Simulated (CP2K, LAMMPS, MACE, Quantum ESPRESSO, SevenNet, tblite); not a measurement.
# Bulk modulus two ways: amorphous 57SiO2-30PbO-13Na2O (mol %) (62 atoms), QE, PBE

The cell holds 62 atoms (13 Si, 7 Pb, 6 Na and 36 O). Recipe: 62 atoms (13 Si, 7 Sr, 6 Na, 36 O) placed at random at 3.47 g/cm³, melted at 5000 K for 10 ps at fixed volume with the Morse and Coulomb pair potential with partial charges (Pedone, Malavasi, Menziani, Cormack and Segre, J. Phys. Chem. B 110, 11780 (2006)). Quenched from 5000 K to 300 K at 10 K/ps and fixed volume, held 5 ps, then minimised at fixed cell. Then Sr was replaced by Pb and the cell scaled by 1.008 (the potential has no terms for the new elements, so the cell is a start for a DFT relaxation). Then the atoms were relaxed with MACE MP-0b3 medium in the fixed cell.

Calculated with Quantum ESPRESSO 7.5: PBE; plane waves, SSSP efficiency, 60/480 Ry; k-points Γ. The cell is scaled evenly by ±3 % in volume, and MACE MP-0b3 medium relaxes the atoms at each volume before the single point.

```
volume (Å³/atom)  energy less the middle row's (meV/atom)  pressure (GPa)
          12.962                                   14.496           6.621
          13.363                                    0.000           4.707
          13.764                                  -10.146           3.055
```

**Question.** Find the bulk modulus at the middle volume from the pressures and from the energies, and check the printed pressure against the slope of the energy (1 meV/Å³ = 0.16022 GPa).

**Working.**

The step is h = 0.4009 Å³. From pressures: B = −V dP/dV = 13.363 × (6.621 − (3.055)) / (2 × 0.4009) = 59.4 GPa.

From energies: B = V d²E/dV² = 13.363 × (14.496 + (-10.146)) / 0.4009² = 361.6 meV/Å³ = 57.9 GPa.

Slope: P = −dE/dV = −(-10.146 − (14.496)) / (2 × 0.4009) = 30.7 meV/Å³ = 4.92 GPa, against 4.71 GPa printed.

The two moduli agree within 3 %.

A central difference over ±3 % overstates P by about B(1 + B′)(0.03)²/6, some 0.04 GPa for B′ = 4. The atoms follow MACE MP-0b3 medium, so this level's forces do work along the path, which enters the energies but not the printed pressures. A stress printed at a finite cutoff holds the number of plane waves fixed and tends to come out low, which is the sign found here.

Limits: three points, a static cell at zero temperature, the cell shape held; the modulus is that at 4.7 GPa, not at zero pressure.

[Logs are printed without paths, hosts, clocks, repeated set-up lines and the standing remarks that a program may print on its own settings, such as how far it seeks lower states.]

[Hosts, paths, dates, database ids (printed as entryN), source tags and the programs' standing remarks are cut or masked in the printed files.]
